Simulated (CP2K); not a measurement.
The O K edge of carboxyacetaldehyde was computed by TDDFT (CP2K XAS_TDP, aug-cc-pVDZ, TDA) at these levels: PBE0, PBEh(45%) and PBEh(45%) + GW2X. The first three lines of O1 (bonded to C) with a strength over 0.0015, energy in eV and strength:

```csv
run,first,second,third
1,518.94 (0.040),525.78 (0.002),526.09 (0.003)
2,531.48 (0.047),537.88 (0.002),538.25 (0.002)
3,526.44 (0.047),532.84 (0.002),533.21 (0.002)
```

Q: Which run is which?

Run 1: PBE0 (25 % exact exchange). Run 2: PBEh(45%) + GW2X (45 % exact exchange). Run 3: PBEh(45%) (45 % exact exchange). Self-interaction lifts the core level, so the uncorrected lines rise with the share of exact exchange. The GW2X run keeps the spacings of its parent: 6.40 eV between the first two lines in run 2, 6.40 eV in run 3. Its shift is +5.04 eV, since the Kohn–Sham level at this share of exchange lies that far above the quasiparticle level.

[Banner, clock and machine lines of the logs are left out without a mark of their own.]

[Logs are printed without paths, hosts, clocks, repeated set-up lines and the standing remarks that a program may print on its own settings, such as how far it seeks lower states.]

[Hosts, paths, dates, database ids (printed as entryN), source tags and the programs' standing remarks are cut or masked in the printed files.]
